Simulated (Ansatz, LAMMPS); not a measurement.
**Which site? As in place of Si in amorphous Si (81 atoms)**

At which site of amorphous Si (81 atoms) does As in place of Si cost least, and what about the site decides it?

Method: Kohn-Sham DFT, PBE, PAW (set soft_2), plane waves, in Ansatz 0.2.0.

## 1. Set-up

The cell holds 81 atoms: 81 Si. Cell: a = 11.822 Å, b = 11.822 Å, c = 11.822 Å, α = 90.0°, β = 90.0°, γ = 90.0°. 81 atoms (81 Si) placed at random at 2.29 g/cm³, melted at 2500 K for 10 ps at fixed volume with the modified Tersoff potential (Kumagai, Izumi, Hara and Sakai, Comput. Mater. Sci. 39, 457 (2007)). Quenched from 2500 K to 700 K at 5 K/ps and fixed volume, annealed at 800 K for 50 ps, held 5 ps.

Limits known from the start: The quench rate of 5 K/ps is orders of magnitude faster than experiment, which tends to freeze in extra defects. The network of bonds at the start is that of the classical potential that made the cell, and needn't be the one that DFT or experiment would give. Sampling is at Γ alone, for a cell whose shortest periodic width is 12 Å.

## 2. Single point at the start

The forces at the start show how far the geometry lies from a minimum of this functional.

input.yaml

```yaml
crystal:
  lattice:
    - [11.8225, 0.0, 0.0]
    - [0.0, 11.8225, 0.0]
    - [0.0, 0.0, 11.8225]
  atoms:
    - { symbol: Si, position: [0.42044, 0.41048, 0.83296] }
    - { symbol: Si, position: [0.0133, 0.5164, 0.22951] }
    - { symbol: Si, position: [0.71997, 0.09898, 0.54649] }
    - { symbol: Si, position: [0.79418, 0.93113, 0.45522] }
    - { symbol: Si, position: [0.12607, 0.17126, 0.72069] }
    - { symbol: Si, position: [0.49263, 0.90273, 0.78358] }
    - { symbol: Si, position: [0.4886, 0.28062, 0.52188] }
    - { symbol: Si, position: [0.47516, 0.71834, 0.32685] }
    - { symbol: Si, position: [0.85321, 0.09683, 0.1877] }
    - { symbol: Si, position: [0.21052, 0.87023, 0.89731] }
    - { symbol: Si, position: [0.03409, 0.95332, 0.93926] }
    - { symbol: Si, position: [0.25488, 0.63783, 0.62183] }
    - { symbol: Si, position: [0.09971, 0.33603, 0.84465] }
    - { symbol: Si, position: [0.83122, 0.24831, 0.48638] }
    - { symbol: Si, position: [0.641, 0.54404, 0.14964] }
    - { symbol: Si, position: [0.8164, 0.26748, 0.28814] }
    - { symbol: Si, position: [0.18508, 0.90426, 0.477] }
    - { symbol: Si, position: [0.33753, 0.00546, 0.86172] }
    - { symbol: Si, position: [0.98013, 0.02656, 0.7571] }
    - { symbol: Si, position: [0.76949, 0.38869, 0.13734] }
    - { symbol: Si, position: [0.69646, 0.99822, 0.12653] }
    - { symbol: Si, position: [0.5101, 0.51563, 0.30021] }
    - { symbol: Si, position: [0.57826, 0.45533, 0.94793] }
    - { symbol: Si, position: [0.61416, 0.66618, 0.9679] }
    - { symbol: Si, position: [0.57508, 0.45761, 0.47842] }
    - { symbol: Si, position: [0.33888, 0.41608, 0.25774] }
    - { symbol: Si, position: [0.78756, 0.73791, 0.84546] }
    - { symbol: Si, position: [0.76699, 0.4372, 0.53072] }
    - { symbol: Si, position: [0.04204, 0.21546, 0.53655] }
    - { symbol: Si, position: [0.14393, 0.21378, 0.19579] }
    - { symbol: Si, position: [0.01559, 0.81391, 0.25499] }
    - { symbol: Si, position: [0.7333, 0.70017, 0.22816] }
    - { symbol: Si, position: [0.31713, 0.74387, 0.00226] }
    - { symbol: Si, position: [0.21174, 0.74335, 0.30773] }
    - { symbol: Si, position: [0.3233, 0.30069, 0.41569] }
    - { symbol: Si, position: [0.59963, 0.11725, 0.0034] }
    - { symbol: Si, position: [0.20691, 0.5611, 0.22185] }
    - { symbol: Si, position: [0.3205, 0.11451, 0.69582] }
    - { symbol: Si, position: [0.03295, 0.61712, 0.00172] }
    - { symbol: Si, position: [0.90556, 0.65661, 0.322] }
    - { symbol: Si, position: [0.21898, 0.58192, 0.02635] }
    - { symbol: Si, position: [0.57895, 0.58076, 0.63976] }
    - { symbol: Si, position: [0.34756, 0.02698, 0.51757] }
    - { symbol: Si, position: [0.6271, 0.75406, 0.56047] }
    - { symbol: Si, position: [0.4674, 0.24891, 0.72029] }
    - { symbol: Si, position: [0.00018, 0.48406, 0.75042] }
    - { symbol: Si, position: [0.81195, 0.42161, 0.72555] }
    - { symbol: Si, position: [0.4703, 0.87129, 0.57699] }
    - { symbol: Si, position: [0.95522, 0.79899, 0.06236] }
    - { symbol: Si, position: [0.39882, 0.11408, 0.0347] }
    - { symbol: Si, position: [0.81172, 0.26121, 0.82582] }
    - { symbol: Si, position: [0.64649, 0.81676, 0.36737] }
    - { symbol: Si, position: [0.98026, 0.66388, 0.82338] }
    - { symbol: Si, position: [0.42454, 0.60488, 0.74827] }
    - { symbol: Si, position: [0.75397, 0.80658, 0.0631] }
    - { symbol: Si, position: [0.8617, 0.80128, 0.5903] }
    - { symbol: Si, position: [0.46203, 0.74789, 0.8872] }
    - { symbol: Si, position: [0.02632, 0.10949, 0.07393] }
    - { symbol: Si, position: [0.96357, 0.26314, 0.95992] }
    - { symbol: Si, position: [0.90878, 0.59263, 0.51806] }
    - { symbol: Si, position: [0.95016, 0.43748, 0.04881] }
    - { symbol: Si, position: [0.39541, 0.99888, 0.20077] }
    - { symbol: Si, position: [0.57258, 0.9903, 0.28782] }
    - { symbol: Si, position: [0.1357, 0.36201, 0.4689] }
    - { symbol: Si, position: [0.94907, 0.98313, 0.32337] }
    - { symbol: Si, position: [0.71676, 0.87039, 0.7293] }
    - { symbol: Si, position: [0.00984, 0.33878, 0.30385] }
    - { symbol: Si, position: [0.30604, 0.28458, 0.09523] }
    - { symbol: Si, position: [0.54012, 0.08056, 0.4661] }
    - { symbol: Si, position: [0.2816, 0.12583, 0.32611] }
    - { symbol: Si, position: [0.69413, 0.29557, 0.99279] }
    - { symbol: Si, position: [0.09483, 0.0698, 0.40354] }
    - { symbol: Si, position: [0.25146, 0.39418, 0.94096] }
    - { symbol: Si, position: [0.32061, 0.75436, 0.49338] }
    - { symbol: Si, position: [0.78373, 0.06504, 0.74528] }
    - { symbol: Si, position: [0.04444, 0.88085, 0.61654] }
    - { symbol: Si, position: [0.08748, 0.52454, 0.56655] }
    - { symbol: Si, position: [0.1417, 0.76652, 0.74555] }
    - { symbol: Si, position: [0.5825, 0.09732, 0.80243] }
    - { symbol: Si, position: [0.36025, 0.81106, 0.1839] }
    - { symbol: Si, position: [0.68729, 0.55233, 0.80105] }
kpoints:
  mp_grid: { grid: [1, 1, 1] }
hamiltonian:
  xc: pbe
scf:
  occupations: { method: fermi_dirac, width: 0.025 }
output:
  forces: true
```

Launch:

```sh
> ansatz run input.yaml --threads 4 --pin off --max-ram 8192MiB --backend cpu --events-out ev --progress --plain --runs-dir out
```

Numbers of over 12 decimals in the logs are rounded to 6 here.

The program printed:

```text
[...]
Pseudopotentials: kind: paw
Pseudopotential: Si, paw, valence charge 4, recommended cutoff 420 eV (normal), Si.paw.azcp
[... 5 lines on functional and potentials left out ...]
Crystal: 81 atoms, lattice volume = 1652.449 Å³
Basis set: ecut = 420 eV, 32423 PW (Γ), exchange–correlation on 160×160×160 points (8 copies of the dense FFT grid, shifted against one another)
Bands: 243, of which v1, the nominal top of the filled ones, is band 162 counted from 1 (161 counted from 0)
Symmetry: 1 space group operations
Space group: P1 (ITA 1), of the structure as read, at distance tolerance 1.2e-4 Å
k-points: 1
[... 3 lines on functional and potentials left out ...]
Initial density: superposition of atomic densities (neutral atoms: chi_scale 0, normalization atom), corrected by the library's trained network
Initial wavefunctions: pseudopotential atomic-orbital guess
[...]
SCF iter   1: F=—  HF=-51475.725374 eV  |F-HF|=—  |Δ(HF+E_count)|=         —  Δρ=4.23e-3  dr2=1.06e0  ethr=1.77e-3  ⟨swp⟩=6.0  Hψ=1128  notcnv=0  defer=36
preconditioner: auto → Resta (q_TF=auto, 2.080 Å⁻¹)  ε∞=5.8  [insulator: Δε(μ)=0.190 eV  Ē_g=7.503 eV  σ=0.025 eV  W_gap=0.96  n_scr=250 (ndim 8)  ℏωp=16.4 eV  f_vac=0.003  D(μ)=3.54/eV (n_scr^D=6)  ε∞_Penn≈5.8]
SCF iter   2: F=—  HF=-51475.596123 eV  |F-HF|=—  |Δ(HF+E_count)|=   1.29e-1  Δρ=2.31e-3  dr2=2.02e-1  ethr=3.28e-4  ⟨swp⟩=2.0  Hψ=281  notcnv=0  defer=56
SCF iter   3: F=—  HF=-51475.579837 eV  |F-HF|=—  |Δ(HF+E_count)|=   1.63e-2  Δρ=1.18e-3  dr2=7.58e-2  ethr=6.23e-5  ⟨swp⟩=3.0  Hψ=252  notcnv=0  defer=11
automatic band count: iteration 3 solves 187 bands in place of 243: the levels show a gap, and the empty bands left out lie too high to hold charge; the band table lists the bands solved (type scf.n_extra_bands for more)
SCF iter   4: F=—  HF=-51475.577147 eV  |F-HF|=—  |Δ(HF+E_count)|=   2.69e-3  Δρ=3.96e-4  dr2=1.15e-2  ethr=2.34e-5  ⟨swp⟩=3.0  Hψ=324  notcnv=0  defer=11
SCF iter   5: F=—  HF=-51475.577577 eV  |F-HF|=—  |Δ(HF+E_count)|=   4.31e-4  Δρ=1.77e-4  dr2=1.42e-3  ethr=3.55e-6  ⟨swp⟩=3.0  Hψ=363  notcnv=0  defer=11
[...]
SCF iter  10: F=—  HF=-51475.578681 eV  |F-HF|=—  |Δ(HF+E_count)|=   5.14e-7  Δρ=1.89e-6  dr2=3.00e-7  ethr=6.66e-10  ⟨swp⟩=2.0  Hψ=260  notcnv=0  defer=11
SCF iter  11: F=-51475.578681 eV  HF=-51475.578681 eV  |F-HF|=5.92e-9  |Δ(HF+E_count)|=   9.77e-8  Δρ=8.51e-7  dr2=5.30e-8  ethr=3.09e-11  ⟨swp⟩=5.0  Hψ=678  notcnv=0
SCF 1 converged in 11 iterations: F = -51475.578681 eV  dr2 = 5.30e-8
[...]
SCF converged after 11 iterations
Free energy (F): -51475.578681 eV
Harris-Foulkes:  -51475.578681 eV  (|F-HF|=5.92e-9)
Internal energy: -51475.555308 eV  (E = F + TS)
E sigma→0 (E₀):  -51475.566995 eV
Entropy (-TS):   -0.023372 eV (-0.289 meV/atom)
Fermi energy:    6.336687 eV
--- Per-component energies (eV) ---
[...]
Σ components = -51475.578681   (vs F -51475.578681, Δ=0.00e0)
--- Forces (eV/Å), atoms counted from 1 ---
  atom   1  Si    -0.22366889     1.06184690    -0.17095428
  atom   2  Si    -0.14351920    -0.27496409    -0.56005167
  atom   3  Si     0.73968486    -1.11140513     0.71046060
  atom   4  Si     0.93963057     0.37639769    -0.57976149
[...]
atom  81  Si     0.35567690     0.22273964     0.32249138
  max |Σ_I F_I| component: 1.54e-5 eV/Å
```

It took 5.7 s on 4 threads of Intel Xeon 6975P-C (Granite Rapids), shared host; peak memory 1.6 GiB; 21 s of CPU time.

The r.m.s. force at the start is 0.70 eV/Å.

## 3. Relaxation

With the cell held, the atoms are moved downhill towards a nearby minimum.

input.yaml

```yaml
crystal:
  lattice:
    - [11.8225, 0.0, 0.0]
    - [0.0, 11.8225, 0.0]
    - [0.0, 0.0, 11.8225]
  atoms:
    [... the 81 atom lines of step 2 ...]
kpoints:
  mp_grid: { grid: [1, 1, 1] }
hamiltonian:
  xc: pbe
scf:
  occupations: { method: fermi_dirac, width: 0.025 }
output:
  forces: true
relax:
  f_tol: 0.05
  max_steps: 120
```

The program printed:

```text
[...]
Crystal: 81 atoms, lattice volume = 1652.449 Å³
Basis set: ecut = 420 eV, 32423 PW (Γ), exchange–correlation on 160×160×160 points (8 copies of the dense FFT grid, shifted against one another)
Bands: 243, of which v1, the nominal top of the filled ones, is band 162 counted from 1 (161 counted from 0)
Symmetry: 1 space group operations
[...]
k-points: 1
[...]
SCF iter   1: F=—  HF=-51475.725373 eV  |F-HF|=—  |Δ(HF+E_count)|=         —  Δρ=4.23e-3  dr2=1.06e0  ethr=1.77e-3  ⟨swp⟩=6.0  Hψ=1128  notcnv=0  defer=36
[...]
SCF iter   7: F=—  HF=-51475.578656 eV  |F-HF|=—  |Δ(HF+E_count)|=   1.52e-4  Δρ=2.54e-5  dr2=5.16e-5  ethr=7.54e-8  ⟨swp⟩=2.0  Hψ=277  notcnv=0  defer=67
SCF iter   8: F=-51475.578674 eV  HF=-51475.578676 eV  |F-HF|=2.13e-6  |Δ(HF+E_count)|=   2.06e-5  Δρ=1.10e-5  dr2=9.27e-6  ethr=1.59e-8  ⟨swp⟩=4.0  Hψ=610  notcnv=0
SCF 1 converged in 8 iterations: F = -51475.578674 eV  dr2 = 9.27e-6
[...]
relax step   1: F+E_penalty+E_count = -51475.57867400 eV  Δ(F+E_penalty+E_count) = +0.000e0 eV  max|allowed force component| = 1.995e0 eV/Å  Δτ_max = 0.0000 Å  (8 SCF iters, dr2 threshold 6.25e-5 eV, accepted)
[...]
relax step   2: F+E_penalty+E_count = -51480.09285216 eV  Δ(F+E_penalty+E_count) = -4.514e0 eV  max|allowed force component| = 7.684e-1 eV/Å  Δτ_max = 0.1959 Å  (6 SCF iters, dr2 threshold 1.00e-4 eV, accepted)
[...]
relax step   3: F+E_penalty+E_count = -51481.50194012 eV  Δ(F+E_penalty+E_count) = -1.409e0 eV  max|allowed force component| = 4.250e-1 eV/Å  Δτ_max = 0.1969 Å  (6 SCF iters, dr2 threshold 3.69e-5 eV, accepted)
relax step   4: F+E_penalty+E_count = -51482.00191403 eV  Δ(F+E_penalty+E_count) = -5.000e-1 eV  max|allowed force component| = 3.467e-1 eV/Å  Δτ_max = 0.2000 Å  (6 SCF iters, dr2 threshold 2.68e-5 eV, accepted)
relax step   5: F+E_penalty+E_count = -51482.44640402 eV  Δ(F+E_penalty+E_count) = -4.445e-1 eV  max|allowed force component| = 2.818e-1 eV/Å  Δτ_max = 0.1950 Å  (6 SCF iters, dr2 threshold 3.68e-5 eV, accepted)
relax step   6: F+E_penalty+E_count = -51482.68172067 eV  Δ(F+E_penalty+E_count) = -2.353e-1 eV  max|allowed force component| = 2.585e-1 eV/Å  Δτ_max = 0.2000 Å  (6 SCF iters, dr2 threshold 5.25e-5 eV, accepted)
relax step   7: F+E_penalty+E_count = -51482.81128425 eV  Δ(F+E_penalty+E_count) = -1.296e-1 eV  max|allowed force component| = 2.161e-1 eV/Å  Δτ_max = 0.2000 Å  (7 SCF iters, dr2 threshold 4.41e-5 eV, accepted)
relax step   8: F+E_penalty+E_count = -51482.86495590 eV  Δ(F+E_penalty+E_count) = -5.367e-2 eV  max|allowed force component| = 1.791e-1 eV/Å  Δτ_max = 0.0766 Å  (6 SCF iters, dr2 threshold 3.26e-5 eV, accepted)
relax step   9: F+E_penalty+E_count = -51482.91259630 eV  Δ(F+E_penalty+E_count) = -4.764e-2 eV  max|allowed force component| = 1.562e-1 eV/Å  Δτ_max = 0.0861 Å  (6 SCF iters, dr2 threshold 2.20e-5 eV, accepted)
relax step  10: F+E_penalty+E_count = -51482.95055696 eV  Δ(F+E_penalty+E_count) = -3.796e-2 eV  max|allowed force component| = 1.813e-1 eV/Å  Δτ_max = 0.1035 Å  (7 SCF iters, dr2 threshold 1.67e-5 eV, accepted)
relax step  11: F+E_penalty+E_count = -51482.97455770 eV  Δ(F+E_penalty+E_count) = -2.400e-2 eV  max|allowed force component| = 9.447e-2 eV/Å  Δτ_max = 0.0425 Å  (5 SCF iters, dr2 threshold 2.50e-5 eV, accepted)
relax step  12: F+E_penalty+E_count = -51482.97528589 eV  Δ(F+E_penalty+E_count) = -7.282e-4 eV  max|allowed force component| = 1.934e-1 eV/Å  Δτ_max = 0.0924 Å  (9 SCF iters, accepted)
relax step  13: F+E_penalty+E_count = -51482.98383699 eV  Δ(F+E_penalty+E_count) = -8.551e-3 eV  max|allowed force component| = 1.782e-2 eV/Å  Δτ_max = 0.0553 Å  (5 SCF iters, dr2 threshold 1.02e-5 eV, accepted)
[...]
relax step  14: F+E_penalty+E_count = -51482.98383892 eV  Δ(F+E_penalty+E_count) = -1.924e-6 eV  max|allowed force component| = 1.765e-2 eV/Å  Δτ_max = 0.0000 Å  (4 SCF iters, accepted)
SCF converged after 4 iterations
Free energy (F): -51482.983839 eV
[...]
Internal energy: -51482.976970 eV  (E = F + TS)
E sigma→0 (E₀):  -51482.980404 eV
Entropy (-TS):   -0.006869 eV (-0.085 meV/atom)
Fermi energy:    6.146139 eV
[...]
Σ components = -51482.983839   (vs F -51482.983839, Δ=0.00e0)
--- Forces (eV/Å), atoms counted from 1 ---
  atom   1  Si    -0.01332304     0.01023852    -0.00968950
  atom   2  Si    -0.00465134    -0.00244472    -0.00104143
  atom   3  Si    -0.00276673    -0.00108865     0.00584539
  atom   4  Si    -0.00491948     0.00446511     0.00324281
[...]
atom  81  Si    -0.00002653     0.01052946    -0.00650808
  max |Σ_I F_I| component: 2.63e-5 eV/Å
--- Relaxed structure (14 steps of the walk, 14 accepted, 0 SCFs on fresh bases) ---
  F+E_penalty+E_count = -51482.98383892 eV   max|allowed force component| = 1.765e-2 eV/Å
  atoms:
    - { symbol: Si, position: [0.426909, 0.427739, 0.812159] }
    - { symbol: Si, position: [0.010755, 0.500057, 0.215996] }
    - { symbol: Si, position: [0.739967, 0.087273, 0.539473] }
    - { symbol: Si, position: [0.811371, 0.922073, 0.445144] }
[...]
- { symbol: Si, position: [0.702239, 0.558255, 0.780807] }
```

Wall time 53 s (4 threads); peak memory 1.6 GiB; 3.3 min of CPU time.

The relaxation converged after 14 steps, 7.41 eV below its start, with a largest force component of 0.018 eV/Å.

(Part 1 of 3 ends here.)

[Logs are printed without paths, hosts, clocks, repeated set-up lines and the standing remarks that a program may print on its own settings, such as how far it seeks lower states.]

[Hosts, paths, dates, database ids (printed as entryN), source tags and the programs' standing remarks are cut or masked in the printed files.]
